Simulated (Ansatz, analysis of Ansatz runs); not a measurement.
# Cu on a Zn site in ZnO: charge-transition level, LDA

Aim: the charge-transition level of the Cu on a Zn site in ZnO, to be set beside the measurement. Set-up: LDA, 72-site cell, LDA lattice, 420 eV, k: the single point 1/4 1/4 1/4 then 2x2x2 shifted 0.5 0.5 0.5. The model is a cell of 72 host atoms with 1 Zn taken out and 1 Cu put in. The level is the Fermi energy at which two charge states have equal formation energy, after a correction for the images of the charge. A local or semilocal functional is the cheapest first rung.

**The experiment.** (0/-1) level above the valence-band top: 3.2 eV (“Acceptors in ZnO”, 2015, McCluskey et al.). The calculation is set beside it at the end.

Main program and level: Ansatz 0.2.0; plane-wave PAW DFT, LDA; relaxation of all atoms of a defect supercell.

## Step 1: Starting point

The cell holds 72 atoms: 35 Zn, 36 O and 1 Cu. Cell: a = 9.560 Å, b = 9.560 Å, c = 10.307 Å, α = 90.0°, β = 90.0°, γ = 120.0°. It derives from ZnO (space group P6_3mc). Nearest the centre at fractional (0.556, 0.444, 0.500): Cu38 at 0.00 Å, O60 at 1.94 Å, O28 at 1.94 Å, O36 at 1.94 Å, O39 at 1.95 Å, Zn57 at 3.17 Å, Zn25 at 3.17 Å, Zn29 at 3.17 Å.

The host's primitive cell comes from a first run (plane-wave PAW DFT, LDA; relaxation of the host's cell and atoms): vectors of 3.187, 3.187 and 5.154 Å. That is 11.33 Å³ an atom, 4.8 % under the diffraction cell's volume. The supercell is built on it.

## Step 2: Relaxation, charge 0

Every later number rests on the structure around the defect, so the atoms are relaxed at the host's lattice first.

relax0/input.yaml reads:

```yaml
relax:
  f_tol: 0.02
  max_steps: 80
  random_displacement: { amplitude: 0.05, seed: 681 }
crystal:
  lattice:
    - [9.56031259, 0.0, 0.0]
    - [-4.78015629, 8.27947357, 0.0]
    - [0.0, 0.0, 10.30720213]
  atoms:
    - { symbol: Zn, position: [0.111111111, 0.222222222, 0.250171754] }
    - { symbol: Zn, position: [0.222222222, 0.111111111, 0.000171754] }
    - { symbol: O, position: [0.222222222, 0.111111111, 0.189333246] }
    - { symbol: O, position: [0.111111111, 0.222222222, 0.439333246] }
    - { symbol: Zn, position: [0.111111111, 0.222222222, 0.750171754] }
    - { symbol: Zn, position: [0.222222222, 0.111111111, 0.500171754] }
    - { symbol: O, position: [0.222222222, 0.111111111, 0.689333246] }
    - { symbol: O, position: [0.111111111, 0.222222222, 0.939333246] }
    - { symbol: Zn, position: [0.111111111, 0.555555556, 0.250171754] }
    - { symbol: Zn, position: [0.222222222, 0.444444444, 0.000171754] }
    - { symbol: O, position: [0.222222222, 0.444444444, 0.189333246] }
    - { symbol: O, position: [0.111111111, 0.555555556, 0.439333246] }
    - { symbol: Zn, position: [0.111111111, 0.555555556, 0.750171754] }
    - { symbol: Zn, position: [0.222222222, 0.444444444, 0.500171754] }
    - { symbol: O, position: [0.222222222, 0.444444444, 0.689333246] }
    - { symbol: O, position: [0.111111111, 0.555555556, 0.939333246] }
    - { symbol: Zn, position: [0.111111111, 0.888888889, 0.250171754] }
    - { symbol: Zn, position: [0.222222222, 0.777777778, 0.000171754] }
    - { symbol: O, position: [0.222222222, 0.777777778, 0.189333246] }
    - { symbol: O, position: [0.111111111, 0.888888889, 0.439333246] }
    - { symbol: Zn, position: [0.111111111, 0.888888889, 0.750171754] }
    - { symbol: Zn, position: [0.222222222, 0.777777778, 0.500171754] }
    - { symbol: O, position: [0.222222222, 0.777777778, 0.689333246] }
    - { symbol: O, position: [0.111111111, 0.888888889, 0.939333246] }
    - { symbol: Zn, position: [0.444444444, 0.222222222, 0.250171754] }
    - { symbol: Zn, position: [0.555555556, 0.111111111, 0.000171754] }
    - { symbol: O, position: [0.555555556, 0.111111111, 0.189333246] }
    - { symbol: O, position: [0.444444444, 0.222222222, 0.439333246] }
    - { symbol: Zn, position: [0.444444444, 0.222222222, 0.750171754] }
    - { symbol: Zn, position: [0.555555556, 0.111111111, 0.500171754] }
    - { symbol: O, position: [0.555555556, 0.111111111, 0.689333246] }
    - { symbol: O, position: [0.444444444, 0.222222222, 0.939333246] }
    - { symbol: Zn, position: [0.444444444, 0.555555556, 0.250171754] }
    - { symbol: Zn, position: [0.555555556, 0.444444444, 0.000171754] }
    - { symbol: O, position: [0.555555556, 0.444444444, 0.189333246] }
    - { symbol: O, position: [0.444444444, 0.555555556, 0.439333246] }
    - { symbol: Zn, position: [0.444444444, 0.555555556, 0.750171754] }
    - { symbol: Cu, position: [0.555555556, 0.444444444, 0.500171754], spin: 1.0 }
    - { symbol: O, position: [0.555555556, 0.444444444, 0.689333246] }
    - { symbol: O, position: [0.444444444, 0.555555556, 0.939333246] }
    - { symbol: Zn, position: [0.444444444, 0.888888889, 0.250171754] }
    - { symbol: Zn, position: [0.555555556, 0.777777778, 0.000171754] }
    - { symbol: O, position: [0.555555556, 0.777777778, 0.189333246] }
    - { symbol: O, position: [0.444444444, 0.888888889, 0.439333246] }
    - { symbol: Zn, position: [0.444444444, 0.888888889, 0.750171754] }
    - { symbol: Zn, position: [0.555555556, 0.777777778, 0.500171754] }
    - { symbol: O, position: [0.555555556, 0.777777778, 0.689333246] }
    - { symbol: O, position: [0.444444444, 0.888888889, 0.939333246] }
    - { symbol: Zn, position: [0.777777778, 0.222222222, 0.250171754] }
    - { symbol: Zn, position: [0.888888889, 0.111111111, 0.000171754] }
    - { symbol: O, position: [0.888888889, 0.111111111, 0.189333246] }
    - { symbol: O, position: [0.777777778, 0.222222222, 0.439333246] }
    - { symbol: Zn, position: [0.777777778, 0.222222222, 0.750171754] }
    - { symbol: Zn, position: [0.888888889, 0.111111111, 0.500171754] }
    - { symbol: O, position: [0.888888889, 0.111111111, 0.689333246] }
    - { symbol: O, position: [0.777777778, 0.222222222, 0.939333246] }
    - { symbol: Zn, position: [0.777777778, 0.555555556, 0.250171754] }
    - { symbol: Zn, position: [0.888888889, 0.444444444, 0.000171754] }
    - { symbol: O, position: [0.888888889, 0.444444444, 0.189333246] }
    - { symbol: O, position: [0.777777778, 0.555555556, 0.439333246] }
    - { symbol: Zn, position: [0.777777778, 0.555555556, 0.750171754] }
    - { symbol: Zn, position: [0.888888889, 0.444444444, 0.500171754] }
    - { symbol: O, position: [0.888888889, 0.444444444, 0.689333246] }
    - { symbol: O, position: [0.777777778, 0.555555556, 0.939333246] }
    - { symbol: Zn, position: [0.777777778, 0.888888889, 0.250171754] }
    - { symbol: Zn, position: [0.888888889, 0.777777778, 0.000171754] }
    - { symbol: O, position: [0.888888889, 0.777777778, 0.189333246] }
    - { symbol: O, position: [0.777777778, 0.888888889, 0.439333246] }
    - { symbol: Zn, position: [0.777777778, 0.888888889, 0.750171754] }
    - { symbol: Zn, position: [0.888888889, 0.777777778, 0.500171754] }
    - { symbol: O, position: [0.888888889, 0.777777778, 0.689333246] }
    - { symbol: O, position: [0.777777778, 0.888888889, 0.939333246] }
  host:
    repeats: [3, 3, 2]
    atoms:
      - { symbol: Zn, position: [0.333333333, 0.666666667, 0.500343507] }
      - { symbol: Zn, position: [0.666666667, 0.333333333, 0.000343507] }
      - { symbol: O, position: [0.666666667, 0.333333333, 0.378666493] }
      - { symbol: O, position: [0.333333333, 0.666666667, 0.878666493] }
basis:
  ecutwfc: 420
  xc_grid: 2
hamiltonian:
  xc: lda
kpoints:
  mp_grid: { grid: [1, 1, 1], shift: [0.25, 0.25, 0.25] }
magnetization:
  spin_polarized: true
  initial_magnetization: 1
  spin_locking: { lock_magnetization: hard }
scf:
  occupations: { method: fermi_dirac, width: 0.01 }
  max_iter: 120
output:
  forces: true
  charged_corrections:
    epsilon: [5.07, 5.07, 5.12]
    static_epsilon: [9.45, 9.45, 10.2]
    defect_position: [0.555556, 0.444444, 0.500172]
checkpoint:
  write: "../relax0.run"
  compress: false
  write_wavefunctions: true
  write_every: 100000
```

Started as:

```sh
> ansatz run input.yaml --threads 4 --pin off --max-ram 7536MiB --backend cpu --events-out ev --progress --plain --runs-dir out
```

Numbers of over 12 decimals in the logs are rounded to 6 here.

Log:

```text
[... repeated set-up lines and file paths are left out, and long positions are rounded to six places ...]
Engine: ansatz 0.2.0, aarch64-unknown-linux-gnu
Pseudopotentials: kind: paw
Pseudopotential: Zn, paw, valence charge 12, recommended cutoff 420 eV (normal), Zn.paw.azcp
Pseudopotential: O, paw, valence charge 6, recommended cutoff 420 eV (normal), O.paw.azcp
Pseudopotential: Cu, paw, valence charge 19, recommended cutoff 420 eV (normal), Cu.paw.azcp
Functional definition: SPW92
  exchange = slater_x
  correlation = pw_c
Crystal: 72 atoms, lattice volume = 815.860 Å³
Basis set: ecut = 420 eV, 15935 PW (Γ), exchange–correlation on 128×128×144 points (8 copies of the dense FFT grid, shifted against one another)
Bands: 400, of which v1, the nominal top of the filled ones, is band 328 counted from 1 (327 counted from 0)
Symmetry: 1 space group operations
k-points: 1
Non-local potential: Zn, projectors of the file, l = 0: 2, l = 1: 2, l = 2: 3, l = 3: 1
Non-local potential: O, projectors of the file, l = 0: 2, l = 1: 2, l = 2: 1
Non-local potential: Cu, projectors of the file, l = 0: 3, l = 1: 2, l = 2: 3, l = 3: 1
PAW form: soft (Blöchl's): semilocal exchange-correlation on the pseudo side does not see the compensation charge
PAW frozen core: Zn, regenerated for the run's functional, and the local potential with it (the file was generated under x = pbe(κ = 0.804, μ = 0.219515), c = pbe(β = 0.066725))
PAW frozen core: O, regenerated for the run's functional, and the local potential with it (the file was generated under x = pbe(κ = 0.804, μ = 0.219515), c = pbe(β = 0.066725))
PAW frozen core: Cu, regenerated for the run's functional, and the local potential with it (the file was generated under x = pbe(κ = 0.804, μ = 0.219515), c = pbe(β = 0.066725))
PAW one-centre angular grid: Zn, 590 points (default); XC on 64 Gauss nodes
PAW one-centre angular grid: O, 110 points (default); XC on 64 Gauss nodes
PAW one-centre angular grid: Cu, 590 points (default); XC on 64 Gauss nodes
Initial density: superposition of atomic densities (chi_scale 0.1, normalization cell, long waves kept (reshape's long-wave potential 0.10 eV rms))
Starting moments: Σ|m| = 1 μB on 1 of 72 sites
Initial wavefunctions: pseudopotential atomic-orbital guess
Functional: x = slater, c = lda
SCF iter   1: F=—  HF=-140193.026609 eV  |F-HF|=—  |Δ(HF+E_count)|=         —  Δρ=5.03e-2 (↑4.99e-2 ↓5.03e-2)  dr2=4.39e1  dr2_m=3.21e-1  M=1.000 μB ∫|m|=1.023 μB  β_m=0.30  ethr=3.10e-3  ⟨swp⟩=6.0  Hψ=2921  notcnv=0  defer=2
preconditioner: auto → Resta (q_TF=auto, 2.630 Å⁻¹)  ε∞=6.6  [insulator: Δε(μ)=0.061 eV  Ē_g=14.016 eV  σ=0.010 eV  W_gap=0.91  n_scr=242 (ndim 8)  ℏωp=33.1 eV  f_vac=0.000  D(μ)=8.79/eV (n_scr^D=28)  ε∞_Penn≈6.6]
spin=Collinear: Resta preconditioning applied to the charge; magnetization (m = ρ↑ − ρ↓) channel mixes plain (no charge-response kernel on spin).
SCF iter   2: F=—  HF=-140181.771691 eV  |F-HF|=—  |Δ(HF+E_count)|=    1.13e1  Δρ=2.66e-2 (↑2.59e-2 ↓2.66e-2)  dr2=1.31e1  dr2_m=2.18e-1  M=1.000 μB ∫|m|=1.021 μB  β_m=0.41  ethr=3.10e-3  ⟨swp⟩=2.0  Hψ=1508  notcnv=0  defer=132
SCF iter   3: F=—  HF=-140178.012100 eV  |F-HF|=—  |Δ(HF+E_count)|=    3.76e0  Δρ=1.45e-2 (↑1.05e-2 ↓1.45e-2)  dr2=3.06e0  dr2_m=2.18e-1  M=1.000 μB ∫|m|=1.049 μB  β_m=0.45  ethr=2.00e-3  ⟨swp⟩=2.0  Hψ=932  notcnv=0  defer=132
SCF iter   4: F=—  HF=-140177.102557 eV  |F-HF|=—  |Δ(HF+E_count)|=   9.10e-1  Δρ=8.63e-3 (↑4.49e-3 ↓8.63e-3)  dr2=8.36e-1  dr2_m=1.10e-1  M=1.000 μB ∫|m|=1.045 μB  β_m=0.43  ethr=4.67e-4  ⟨swp⟩=2.5  Hψ=1336  notcnv=0  defer=132
SCF iter   5: F=—  HF=-140177.018591 eV  |F-HF|=—  |Δ(HF+E_count)|=   8.40e-2  Δρ=6.62e-3 (↑2.58e-3 ↓6.62e-3)  dr2=2.69e-1  dr2_m=6.77e-2  M=1.000 μB ∫|m|=1.052 μB  β_m=0.53  ethr=1.28e-4  ⟨swp⟩=2.0  Hψ=1436  notcnv=0  defer=132
SCF iter   6: F=—  HF=-140177.087627 eV  |F-HF|=—  |Δ(HF+E_count)|=   6.90e-2  Δρ=6.07e-3 (↑1.80e-3 ↓6.07e-3)  dr2=1.93e-1  dr2_m=5.91e-2  M=1.000 μB ∫|m|=1.051 μB  β_m=0.46  ethr=4.11e-5  ⟨swp⟩=2.0  Hψ=1336  notcnv=0  defer=132
SCF iter   7: F=—  HF=-140177.102785 eV  |F-HF|=—  |Δ(HF+E_count)|=   1.52e-2  Δρ=6.27e-3 (↑7.34e-4 ↓6.27e-3)  dr2=1.61e-1  dr2_m=6.99e-2  M=1.000 μB ∫|m|=1.052 μB  β_m=0.49  ethr=2.95e-5  ⟨swp⟩=2.0  Hψ=1262  notcnv=0  defer=132
SCF iter   8: F=—  HF=-140177.091907 eV  |F-HF|=—  |Δ(HF+E_count)|=   1.09e-2  Δρ=3.65e-3 (↑3.78e-4 ↓3.65e-3)  dr2=5.04e-2  dr2_m=2.39e-2  M=1.000 μB ∫|m|=1.049 μB  β_m=0.67  ethr=2.47e-5  ⟨swp⟩=2.0  Hψ=689  notcnv=0  defer=132
SCF iter   9: F=—  HF=-140177.093474 eV  |F-HF|=—  |Δ(HF+E_count)|=   1.57e-3  Δρ=3.39e-3 (↑3.98e-4 ↓3.39e-3)  dr2=3.96e-2  dr2_m=2.09e-2  M=1.000 μB ∫|m|=1.051 μB  β_m=0.49  ethr=7.70e-6  ⟨swp⟩=2.0  Hψ=1336  notcnv=0  defer=132
SCF iter  10: F=—  HF=-140177.089891 eV  |F-HF|=—  |Δ(HF+E_count)|=   3.58e-3  Δρ=2.06e-3 (↑1.57e-4 ↓2.06e-3)  dr2=1.41e-2  dr2_m=7.87e-3  M=1.000 μB ∫|m|=1.049 μB  β_m=0.70  ethr=6.04e-6  ⟨swp⟩=2.0  Hψ=1324  notcnv=0  defer=132
SCF iter  11: F=—  HF=-140177.089071 eV  |F-HF|=—  |Δ(HF+E_count)|=   8.20e-4  Δρ=5.90e-4 (↑1.33e-4 ↓5.90e-4)  dr2=2.06e-3  dr2_m=5.53e-4  M=1.000 μB ∫|m|=1.047 μB  β_m=0.59  ethr=2.15e-6  ⟨swp⟩=1.5  Hψ=795  notcnv=0  defer=132
SCF iter  12: F=—  HF=-140177.090139 eV  |F-HF|=—  |Δ(HF+E_count)|=   1.07e-3  Δρ=5.24e-4 (↑7.46e-5 ↓5.24e-4)  dr2=1.19e-3  dr2_m=4.81e-4  M=1.000 μB ∫|m|=1.047 μB  β_m=0.47  ethr=3.15e-7  ⟨swp⟩=2.0  Hψ=1324  notcnv=0  defer=132
SCF iter  13: F=—  HF=-140177.090103 eV  |F-HF|=—  |Δ(HF+E_count)|=   3.55e-5  Δρ=3.18e-4 (↑6.05e-5 ↓3.18e-4)  dr2=5.26e-4  dr2_m=1.70e-4  M=1.000 μB ∫|m|=1.047 μB  β_m=0.59  ethr=1.82e-7  ⟨swp⟩=1.0  Hψ=794  notcnv=0  defer=132
SCF iter  14: F=—  HF=-140177.090071 eV  |F-HF|=—  |Δ(HF+E_count)|=   3.27e-5  Δρ=1.04e-4 (↑1.42e-5 ↓1.04e-4)  dr2=3.89e-5  dr2_m=1.95e-5  M=1.000 μB ∫|m|=1.047 μB  β_m=0.45  ethr=8.03e-8  ⟨swp⟩=2.0  Hψ=970  notcnv=0  defer=132
SCF iter  15: F=-140177.090069 eV  HF=-140177.090069 eV  |F-HF|=2.18e-7  |Δ(HF+E_count)|=   2.06e-6  Δρ=1.21e-5 (↑5.78e-6 ↓1.21e-5)  dr2=1.38e-6  dr2_m=1.99e-7  M=1.000 μB ∫|m|=1.047 μB  ethr=1.53e-9  ⟨swp⟩=2.5  Hψ=2132  notcnv=0
SCF 1 converged in 15 iterations: F = -140177.090069 eV  dr2 = 1.38e-6
  greatest PAW one-centre occupation: 1.000 electrons in one spin orbital (limit 2), on the Cu atom at site 37 (counted from 0), in its partial waves of l = 0
relax step   1: F+E_penalty+E_count = -140177.09006885 eV  Δ(F+E_penalty+E_count) = +0.000e0 eV  max|allowed force component| = 1.135e0 eV/Å  Δτ_max = 0.0000 Å  (15 SCF iters, dr2 threshold 1.00e-5 eV, accepted)
[...]
relax step   2: F+E_penalty+E_count = -140177.70872528 eV  Δ(F+E_penalty+E_count) = -6.187e-1 eV  max|allowed force component| = 7.380e-1 eV/Å  Δτ_max = 0.0264 Å  (10 SCF iters, dr2 threshold 8.05e-5 eV, accepted)
relax step   3: F+E_penalty+E_count = -140178.20443706 eV  Δ(F+E_penalty+E_count) = -4.957e-1 eV  max|allowed force component| = 1.157e-1 eV/Å  Δτ_max = 0.0466 Å  (15 SCF iters, dr2 threshold 3.40e-5 eV, accepted)
relax step   4: F+E_penalty+E_count = -140178.16652448 eV  Δ(F+E_penalty+E_count) = +3.791e-2 eV  max|allowed force component| = 3.715e-1 eV/Å  Δτ_max = 0.1089 Å  (13 SCF iters, dr2 threshold 8.37e-7 eV, rejected (line search))
relax step   5: F+E_penalty+E_count = -140178.20915913 eV  Δ(F+E_penalty+E_count) = -4.722e-3 eV  max|allowed force component| = 2.237e-2 eV/Å  Δτ_max = 0.0242 Å  (15 SCF iters, accepted)
[...]
relax step   6: F+E_penalty+E_count = -140178.20943175 eV  Δ(F+E_penalty+E_count) = -2.726e-4 eV  max|allowed force component| = 1.799e-2 eV/Å  Δτ_max = 0.0089 Å  (15 SCF iters, accepted)
NSCF: frozen V_eff on 1 k-points
the band table was solved once a step of the walk had ended and its energy, with any forces and stress, was formed, with the checks that follow a solve (2701 applications of the Hamiltonian). They found nothing against the state; [...]
SCF converged after 15 iterations
Stability checked in part: among states of this total moment the steps that led to this state did not find it unstable. No probe was made; neither looks for a lower state of another moment (fixed_total_moment; see scf.lower_state_search)
Magnetization: 1.0000 μB (328.0000 up, 327.0000 down)
Absolute magnetization: 1.0479 μB (∫|ρ↑−ρ↓|, with the PAW one-centre terms)
Spin contamination: 0.0013 ħ² per cell (⟨S²⟩ above its minimum at these occupations)
Per-site moments (μB) at R_I (Å): [(0.000240575, 0.801613), (0.000336283, 0.801477), (0.00106425, 0.801613), [... 69 left out ...]
Free energy (F): -140178.209432 eV
Harris-Foulkes:  -140178.209432 eV  (|F-HF|=1.39e-8)
Internal energy: -140178.196367 eV  (E = F + TS)
E sigma→0 (E₀):  -140178.202900 eV
Entropy (-TS):   -0.013064 eV (-0.181 meV/atom)
Fermi energy:    7.979434 (↑ 8.716387, ↓ 7.979434) eV
--- Per-component energies (eV) ---
  E_band       = 729.382993
  E_kinetic    = 11180.114480
  E_local      = -74467.120641  (includes V_loc(G=0)·N_el)
  E_nonlocal   = 23967.168597
  E_hartree    = 30644.917490
  E_xc         = -7416.840077
  E_vxc        = -5314.594575  (∫ρ·V_xc dr)
  E_paw        = -68492.542056  (= ΣΔE_a)
  E_vpaw       = -15926.102003  (= ΣTr[D̂ρ^β])
  E_aug_tail   = 0.079122  (compensation charges beyond the density's cutoff)
  E_ewald      = -55652.412062
  E_core_change = 58.438780  (= ΣΔE_core)
  E_smearing   = -0.013064  (= −TS)
  E_closure    = 0.000000  (closes the sum)
  Σ components = -140178.209432   (vs F -140178.209432, Δ=0.00e0)
--- Forces (eV/Å), atoms counted from 1 ---
  atom   1  Zn    -0.00031379    -0.00011958    -0.00014285
  atom   2  Zn     0.00124151    -0.00036292    -0.00144102
  [... 22 atoms left out ...]
  atom  25  Zn     0.00300875     0.00148289     0.00187014
  [... 2 atoms left out ...]
  atom  28  O     -0.00298806    -0.00772720    -0.00446316
  atom  29  Zn     0.00058676     0.00325889    -0.00082862
  [... 3 atoms left out ...]
  atom  33  Zn    -0.00011976    -0.00157242     0.00036880
  [... 2 atoms left out ...]
  atom  36  O      0.00703617     0.00675490     0.00976601
  [... 1 atom left out ...]
  atom  38  Cu     0.01019500     0.00389716    -0.00642873
  atom  39  O     -0.00561869     0.00521386     0.00216968
  [... 17 atoms left out ...]
  atom  57  Zn     0.00319872    -0.00303497    -0.00749090
  [... 2 atoms left out ...]
  atom  60  O     -0.01799271     0.00096611     0.00524812
  atom  61  Zn    -0.00428714    -0.00224975     0.00032572
  [... 11 atoms left out ...]
  max |Σ_I F_I| component: 1.03e-5 eV/Å
--- Band table (eV) ---
  k-point 0 ↑: bands = ["-103.2492", "-61.3390", "-61.0767", "-60.7776", [... 392 left out ...] "17.7516", "17.7557", "17.7772", "17.8055"]
  k-point 0 ↓: bands = ["-102.5852", "-60.5734", "-60.4248", "-60.2655", [... 392 left out ...] "17.7531", "17.7570", "17.7839", "17.8109"]
--- Relaxed structure (6 steps of the walk, 5 accepted, 0 SCFs on fresh bases) ---
  F+E_penalty+E_count = -140178.20943175 eV   max|allowed force component| = 1.799e-2 eV/Å
  atoms:
    - { symbol: Zn, position: [0.110388, 0.222155, 0.249964] }
    - { symbol: Zn, position: [0.222487, 0.110758, -9.48543359832308e-5] }
    [... 22 atoms left out ...]
    - { symbol: Zn, position: [0.443554, 0.222564, 0.250717] }
    [... 2 atoms left out ...]
    - { symbol: O, position: [0.440646, 0.219263, 0.439334] }
    - { symbol: Zn, position: [0.444230, 0.222003, 0.749337] }
    [... 3 atoms left out ...]
    - { symbol: Zn, position: [0.444711, 0.554847, 0.249278] }
    [... 2 atoms left out ...]
    - { symbol: O, position: [0.445436, 0.553421, 0.438048] }
    [... 1 atom left out ...]
    - { symbol: Cu, position: [0.556784, 0.442738, 0.499337] }
    - { symbol: O, position: [0.557430, 0.443659, 0.689134] }
    [... 17 atoms left out ...]
    - { symbol: Zn, position: [0.776940, 0.556007, 0.251355] }
    [... 2 atoms left out ...]
    - { symbol: O, position: [0.780616, 0.558872, 0.440023] }
    - { symbol: Zn, position: [0.778799, 0.556286, 0.749587] }
    [... 11 atoms left out ...]
```

The job ended after 7.5 min (4 threads of Arm Neoverse V1, shared host; peak memory 3.7 GiB; 29 min of CPU time).

The steps of the relaxation:

```tsv
step	energy less that of the first step (eV)	largest force component (eV/Å)
1	0.0000	1.1348
2	-0.6187	0.7380
3	-1.1144	0.1157
4	-1.0765	0.3715
5	-1.1191	0.0224
6	-1.1194	0.0180
```

Relaxation step 4 was tried and not accepted.

The atoms that moved most (Å, from the sites as typed, ahead of the random displacement, the mean shift of all atoms taken out):

```tsv
atom	dx	dy	dz	length
O28	-0.024	-0.023	0.001	0.033
O60	0.010	0.029	0.008	0.032
O36	0.018	-0.016	-0.012	0.027
Cu38	0.018	-0.013	-0.008	0.023
Zn46	0.012	-0.018	-0.006	0.023
Zn37	0.016	-0.008	-0.012	0.021
O39	0.020	-0.005	-0.001	0.021
Zn57	-0.012	0.005	0.013	0.018
```

Neighbours of Cu38 at the end:

```tsv
atom	distance (Å)
O36	1.944
O28	1.951
O60	1.952
O39	1.956
Zn57	3.140
Zn25	3.145
Zn30	3.159
Zn29	3.159
Zn62	3.162
Zn37	3.166
Zn61	3.167
Zn33	3.176
Zn46	3.185
Zn14	3.189
Zn6	3.196
Zn70	3.199
```

Read from the output:

| Quantity | Value |
| --- | --- |
| free energy | -140178.2094 eV |
| smearing term TS | 0.01306 eV |
| total moment | 1 μB |
| integral of the absolute spin density | 1.048 μB |
| spin contamination | 0.001310 |

(Part 1 of 2 ends here.)

[Logs are printed without paths, hosts, clocks, repeated set-up lines and the standing remarks that a program may print on its own settings, such as how far it seeks lower states.]

[Hosts, paths, dates, database ids (printed as entryN), source tags and the programs' standing remarks are cut or masked in the printed files.]

[For some hosts the program warned that the k-mesh of the response run may be too coarse for force constants and the static dielectric constant; such warnings are not shown here.]
